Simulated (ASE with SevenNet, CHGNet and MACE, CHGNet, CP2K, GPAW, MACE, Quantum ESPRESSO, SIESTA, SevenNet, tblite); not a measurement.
# Running graphene/1T-TiSe2 heterobilayer (65 atoms) with machine-learned potentials

Aim: run graphene/1T-TiSe2 heterobilayer (65 atoms) in machine-learned potentials and see how near its forces come to a plane-wave reference, and at what cost.

Method: the method is named at each step, in ASE with SevenNet, CHGNet and MACE.

**1. The starting structure**

The cell holds 65 atoms: 38 C, 9 Ti and 18 Se. Its edges and angles: a = 10.671 Å, b = 10.671 Å, c = 18.460 Å, α = 90.0°, β = 90.0°, γ = 120.0°. 19 cells of graphene (a = 2.46 Å, strained -0.48 %) and 9 cells of 1T-TiSe2 (a = 3.54 Å, +0.48 %) on one hexagonal cell, twist 36.59 deg; facing planes 3.36 Å apart; 12 Å of vacuum; displaced by a Gaussian of 0.01 Å. Then every atom was moved at random, 0.03 Å r.m.s. a Cartesian component. Regions: layer 1, 38 atoms (38 C); layer 2, 27 atoms (9 Ti and 18 Se). Vacuum lies along c.

The yardstick, on the same geometry:

* method: Kohn-Sham DFT, PBE, SSSP efficiency 1.3.0 pseudopotentials, plane waves (Quantum ESPRESSO 7.5); sssp-pbe-1.3.0-efficiency, cutoffs 45/360 Ry, Γ point
* r.m.s. force component: 1.707 eV/Å
* longest force: 7.089 eV/Å
* time: 6.9 min on 4 MPI ranks of Arm Neoverse V1, shared host
* CPU time: 28 min

**2. SevenNet 0 potential**

Method: machine-learned interatomic potential SevenNet 0, trained on PBE(+U) plane-wave data.

The input, run.py:

```python
import numpy as np
from ase.io import read
import mlip  # loads the published weights by name

atoms = read("structure.xyz")
atoms.calc = mlip.calc("7net-0")
energy = atoms.get_potential_energy()
forces = atoms.get_forces()
print(f"energy {energy:.6f} eV")
print("forces (eV/A)")
for i, (a, f) in enumerate(zip(atoms, forces)):
    print(f"{i:4d} {a.symbol:2s} {f[0]:10.5f} {f[1]:10.5f} {f[2]:10.5f}")
```

The input, structure.xyz:

```xyz
65
Lattice="10.67140 0.00000 0.00000 -5.33570 9.24170 0.00000 0.00000 0.00000 18.46000" Properties=species:S:1:pos:R:3 pbc="T T T"
C -2.53094 8.88941 5.96756
C -1.90468 7.66719 6.03014
C -0.83274 5.05678 5.98935
C -0.29416 3.69141 6.04547
C -0.58490 7.45177 6.05488
C -0.01969 6.16486 6.01796
C 5.08674 0.66965 5.99692
C 0.24848 8.65624 6.01279
C 0.79699 1.18968 6.05008
C -3.96010 9.04790 6.03088
C 1.17161 3.49151 5.93932
C 1.70102 2.22651 5.95796
C 1.38461 5.94260 5.96166
C 2.02586 4.74524 5.99728
C 1.68939 8.45782 5.92824
C 2.21544 7.08293 6.04196
C 3.07715 2.10424 6.01925
C 3.63953 0.81299 5.97236
C 3.40871 4.49100 6.02848
C 3.91827 3.17591 5.99673
C 3.61659 6.95022 5.98750
C 4.18778 5.66239 5.97642
C 9.25808 0.16986 6.02534
C 4.46502 8.10774 6.00190
C 5.37556 3.08571 6.02516
C 5.93911 1.81405 5.96055
C 5.68556 5.50630 5.99322
C 6.13349 4.17558 6.00873
C 5.94658 7.93834 5.98178
C 6.42578 6.67380 6.01261
C 7.28889 1.66295 6.03790
C 7.89134 0.32540 6.02331
C 7.55893 4.03964 6.03790
C 8.19782 2.68758 5.97753
C -2.71480 6.45200 6.01667
C -2.24910 5.19605 6.02553
C -1.13826 2.60514 5.94541
C -0.59717 1.32951 5.93415
Ti 3.59189 1.37202 10.95306
Se 3.68670 3.47682 12.42875
Se 5.43366 2.41929 9.36051
Ti 1.91520 4.47686 10.94900
Se 1.89983 6.49248 12.42635
Se 3.71306 5.41517 9.30753
Ti 0.11915 7.51322 10.93164
Se 5.45837 0.33261 12.41860
Se 1.91946 8.53970 9.36457
Ti 7.20789 1.34263 10.88955
Se 7.22230 3.36823 12.45662
Se 8.98052 2.35811 9.33245
Ti 5.47560 4.43287 10.92370
Se 5.48387 6.48536 12.42469
Se 7.30996 5.45528 9.33670
Ti 3.67304 7.43911 10.90728
Se 9.03227 0.35063 12.39811
Se 5.47912 8.57353 9.33651
[... 5 atom lines left out ...]
Se 0.15180 5.51739 9.32230
Ti -3.45657 7.51313 10.89897
Se 1.89353 0.36616 12.42303
Se -1.63134 8.51734 9.39503
```

The run is started by

```bash
$ OMP_NUM_THREADS=1 python run.py > output.txt
```

Log:

```text
energy -509.785980 eV
forces (eV/A)
   0 C    -0.43933    2.76023    0.42579
   1 C    -2.93910   -3.42035   -0.23522
   2 C     0.20754   -2.76269    0.62605
   3 C     2.50121    2.56139   -1.24477
   4 C     3.37224    1.89625   -0.21730
   5 C     0.49817   -0.34581   -0.40065
   6 C    -2.15725    1.43097   -0.27184
   7 C     2.14174   -3.26985   -0.31383
   8 C     0.24222   -4.12263   -0.85587
   9 C     1.66641    3.16449   -0.24506
  10 C    -1.99192    3.95629    0.76799
  11 C    -0.84852    1.17155    0.36178
  12 C     0.34305    2.50616    0.78491
  13 C    -2.03248   -5.09114   -0.39513
  14 C    -0.55351   -1.47168    1.28228
  15 C    -0.60427    2.18910   -1.21011
  16 C     1.13622   -2.09067   -0.54859
  17 C     0.54888   -0.45481    0.31413
  18 C    -0.53107    1.38055   -0.47985
  19 C     2.15277    2.05063    0.44616
  20 C     0.83406    0.71828    0.34944
  21 C     2.99180   -0.78306    0.21214
  22 C     1.20422   -0.66073   -0.42839
  23 C     1.28832   -0.46194   -0.15484
[...]
57 Se   -0.11616   -0.05034   -0.20797
  58 Se   -0.00278    0.06842    0.03313
  59 Ti    0.11688    0.00868    0.11983
  60 Se   -0.20900    0.00835   -0.21596
  61 Se   -0.02170   -0.21493    0.36443
  62 Ti    0.24606   -0.07394   -0.10351
  63 Se   -0.08774   -0.22617    0.37878
  64 Se   -0.10365    0.16341    0.05380
```

The job ended after 11 s (1 thread of Arm Neoverse V1, shared host; peak memory 0.79 GiB).

Banners, paths, timers and routine set-up lines are dropped from the logs unmarked, and long logs keep their key lines alone; longer cuts are marked.

Compared with the plane-wave run:

| Item | Value |
| --- | --- |
| r.m.s. force component | 1.555 eV/Å |
| r.m.s. difference of force components | 217.3 meV/Å |
| longest difference of force vectors | 776.5 meV/Å |
| force difference over r.m.s. force | 12.73 % |
| slope of forces against the reference's | 0.9071 |
| correlation of force components | 0.9954 |

Length of the force difference by element (eV/Å):

| element | atoms | mean | most |
| --- | --- | --- | --- |
| C | 38 | 0.43 | 0.78 |
| Se | 18 | 0.17 | 0.28 |
| Ti | 9 | 0.17 | 0.30 |

Local excerpt of 9 atoms (numbers count through the whole input) about Se47, picked at random; x, y, z are measured from there.

| atom | x | y | z | distance (Å) | bonds | Fx | Fy | Fz (eV/Å) |
| --- | --- | --- | --- | --- | --- | --- | --- | --- |
| Se47 | 0.00 | 0.00 | 0.00 | 0.00 | 3 | 0.01 | -0.07 | 0.04 |
| Ti48 | -0.05 | 2.04 | 1.52 | 2.55 | 6 | -0.02 | 0.09 | -0.11 |
| Ti54 | 1.75 | -1.10 | 1.54 | 2.58 | 6 | 0.09 | 0.14 | -0.33 |
| Ti45 | -1.80 | -1.03 | 1.57 | 2.60 | 6 | -0.16 | -0.01 | -0.19 |
| C15 | -0.23 | -0.08 | -3.44 | 3.44 | 3 | -0.55 | -1.47 | 1.28 |
| Se62 | -1.77 | -3.02 | -0.04 | 3.50 | 3 | -0.02 | -0.21 | 0.36 |
| Se50 | 1.73 | 3.06 | -0.03 | 3.51 | 3 | 0.12 | 0.12 | 0.17 |
| Se65 | -3.55 | -0.02 | 0.03 | 3.55 | 3 | -0.10 | 0.16 | 0.05 |
| C32 | 0.64 | 1.03 | -3.34 | 3.55 | 3 | -2.54 | 0.57 | -0.32 |

Atoms are counted from 1 here, from 0 in the log.

Forces lie 13 % from the reference's, at 0.0047 times its CPU time (on 1 against 4 cores).

**3. CHGNet 0.3.0 potential**

Method: machine-learned interatomic potential CHGNet 0.3.0, trained on PBE(+U) plane-wave data.

run.py: that of step 2 with these lines changed.

```diff
@@ -5,3 +5,3 @@
 atoms = read("structure.xyz")
-atoms.calc = mlip.calc("7net-0")
+atoms.calc = mlip.calc("chgnet-0.3.0")
 energy = atoms.get_potential_energy()
```

structure.xyz is that of step 2.

Log:

```text
CHGNet v0.3.0 initialized with 412,525 parameters
CHGNet will run on cpu
energy -516.991150 eV
forces (eV/A)
   0 C    -0.17281    2.30122    0.16875
   1 C    -2.68889   -2.92433   -0.09896
   2 C     0.02350   -2.46675    0.20215
   3 C     2.30100    2.02978   -0.65082
   4 C     3.09303    1.88422   -0.23515
   5 C     0.14854   -0.32436   -0.08657
   6 C    -2.04329    0.94070   -0.12203
   7 C     1.97146   -2.47237   -0.17505
   8 C     0.43299   -3.57847   -0.37590
   9 C     1.23303    3.07408   -0.10978
  10 C    -1.19522    3.71628    0.49266
  11 C    -1.26655    0.93328    0.00323
  12 C     0.45649    1.93012    0.19529
  13 C    -2.01638   -4.66875   -0.21087
  14 C    -0.38632   -1.25953    0.70820
  15 C    -0.33001    2.11252   -0.58114
  16 C     1.13113   -1.82436   -0.14145
  17 C     0.60392   -0.44760    0.12144
  18 C    -0.17526    1.41038   -0.26361
  19 C     1.55533    1.57355    0.02424
  20 C     0.37822    0.17571    0.06396
  21 C     2.99805   -0.53744    0.13643
  22 C     0.74070   -0.48991   -0.22174
  23 C     1.05155   -0.39625   -0.10037
[...]
57 Se   -0.06143   -0.04553   -0.15803
  58 Se   -0.04744    0.07055    0.06949
  59 Ti    0.05229    0.00823    0.12835
  60 Se   -0.16495    0.00230   -0.22176
  61 Se   -0.01952   -0.15073    0.31305
  62 Ti    0.14993   -0.09028    0.00532
  63 Se   -0.03583   -0.14326    0.23453
  64 Se   -0.07474    0.13391    0.05775
```

Wall time 4.8 s (1 thread); peak memory 1.1 GiB.

Against the reference:

```
r.m.s. force component                  : 1.39 eV/Å
r.m.s. difference of force components   : 406.8 meV/Å
longest difference of force vectors     : 1354 meV/Å
force difference over r.m.s. force      : 23.84 %
slope of forces against the reference's : 0.8032
correlation of force components         : 0.9863
```

Against the first run (13 %), the force difference from the reference is 24 %, at 0.47 times the CPU time.

The difference per atom is largest on C (0.85 eV/Å on average, against 0.26 on Ti).

**4. MACE MP-0b2 small potential**

Method: machine-learned interatomic potential MACE MP-0b2 small, trained on PBE(+U) plane-wave data.

run.py: that of step 3 with these lines changed.

```diff
@@ -5,3 +5,3 @@
 atoms = read("structure.xyz")
-atoms.calc = mlip.calc("chgnet-0.3.0")
+atoms.calc = mlip.calc("mace-mp-0b2-small")
 energy = atoms.get_potential_energy()
```

structure.xyz is that of step 3.

Log:

```text
energy -508.912168 eV
forces (eV/A)
   0 C    -0.19320    2.32973    0.32329
   1 C    -2.67955   -2.94890   -0.41556
   2 C     0.07878   -2.34103    0.42532
   3 C     2.20810    2.08029   -1.30997
   4 C     2.95369    1.70453   -0.36067
   5 C     0.31857   -0.37200   -0.55019
   6 C    -1.77783    0.91532   -0.36762
   7 C     1.84952   -2.53537   -0.41317
   8 C     0.43268   -3.53938   -0.98253
   9 C     1.22533    2.79086   -0.37538
  10 C    -1.51979    3.55150    0.62972
  11 C    -0.97251    1.08044    0.24264
  12 C     0.52705    2.06287    0.63926
  13 C    -2.00856   -4.53404   -0.47433
  14 C    -0.45899   -1.21282    1.08460
  15 C    -0.23429    2.01105   -1.32718
  16 C     1.13155   -1.71071   -0.71637
  17 C     0.54206   -0.39108    0.26591
  18 C    -0.50297    1.23016   -0.66709
  19 C     1.60905    1.68581    0.41689
  20 C     0.64142    0.51590    0.21088
  21 C     2.70104   -0.54396   -0.00404
  22 C     0.80987   -0.46878   -0.54896
  23 C     0.92192   -0.38995   -0.24547
[...]
57 Se   -0.11362   -0.10588   -0.17600
  58 Se   -0.09611    0.10558    0.81476
  59 Ti    0.11812   -0.03327   -0.23196
  60 Se   -0.27636    0.04498   -0.20057
  61 Se   -0.05437   -0.26666    1.35950
  62 Ti    0.31741   -0.08320   -0.46287
  63 Se   -0.10491   -0.25352    0.46815
  64 Se   -0.15953    0.22080    0.84686
```

Elapsed: 6.3 s, on 1 thread; peak memory 0.71 GiB.

Against the reference:

```
r.m.s. force component                  : 1.37 eV/Å
r.m.s. difference of force components   : 448.7 meV/Å
longest difference of force vectors     : 1523 meV/Å
force difference over r.m.s. force      : 26.29 %
slope of forces against the reference's : 0.7876
correlation of force components         : 0.9812
```

Against the first run (13 %), the force difference from the reference is 26 %, at 0.79 times the CPU time.

**5. All runs compared**

Differences are against the plane-wave reference, forces as r.m.s. over components; share is that over the reference's r.m.s. force, slope the least-squares factor from reference forces to these. Total energies of different programs have different zeros and aren't compared.

| run | Δ force, r.m.s. (meV/Å) | share (%) | slope | cores | CPU time | memory (GiB) |
| --- | --- | --- | --- | --- | --- | --- |
| reference | - | - | - | 4 | 28 min | 3.6 |
| SevenNet 0 potential | 217 | 12.7 | 0.907 | 1 | 7.8 s | 0.79 |
| CHGNet 0.3.0 potential | 407 | 23.8 | 0.803 | 1 | 3.7 s | 1.1 |
| MACE MP-0b2 small potential | 449 | 26.3 | 0.788 | 1 | 6.1 s | 0.71 |

Times of the machine-learned potentials are mostly Python's start and the loading of weights.

CPU time is summed over cores on a shared host, where runs went side by side, so it is rough. Symmetry, cutoffs, thresholds, outputs and thread counts weren't matched or tuned between programs; memory under MPI is the largest rank's times the ranks.

**6. Results**

* nearest in forces: SevenNet 0 potential, 13 %
* its CPU time: 7.8 s

In words: Machine-learned potentials differ by 13 % (SevenNet 0 potential) to 26 % (MACE MP-0b2 small potential); they were trained on other programs' data. Among those trained on PBE data the slope goes as low as 0.79, which softening far from their training structures can give, though the reference's k-sampling is untested too. Machine-learned potentials mimic data converged in k, so the reference's own k-point error enters their differences. The reference's PBE has no dispersion term, which matters for the binding between molecules or layers. One k-point is far too coarse for the carbon or group-IV sheet, and it can put spurious forces of up to about 1 eV/Å on the sheet's atoms. The runs have no spin polarisation, so any moments at edges, vacancies or dangling bonds can't form. The electronic-structure runs sample only Γ, in a cell whose shortest periodic width is 9 Å, which is coarse for a cell with partly filled levels.

[Also dropped from logs without a mark: logging warnings of Python, and SIESTA's first energy breakdown and zero terms.]

[Logs are printed without paths, hosts, clocks, repeated set-up lines and the standing remarks that a program may print on its own settings, such as how far it seeks lower states.]

[Hosts, paths, dates, database ids (printed as entryN), source tags and the programs' standing remarks are cut or masked in the printed files.]
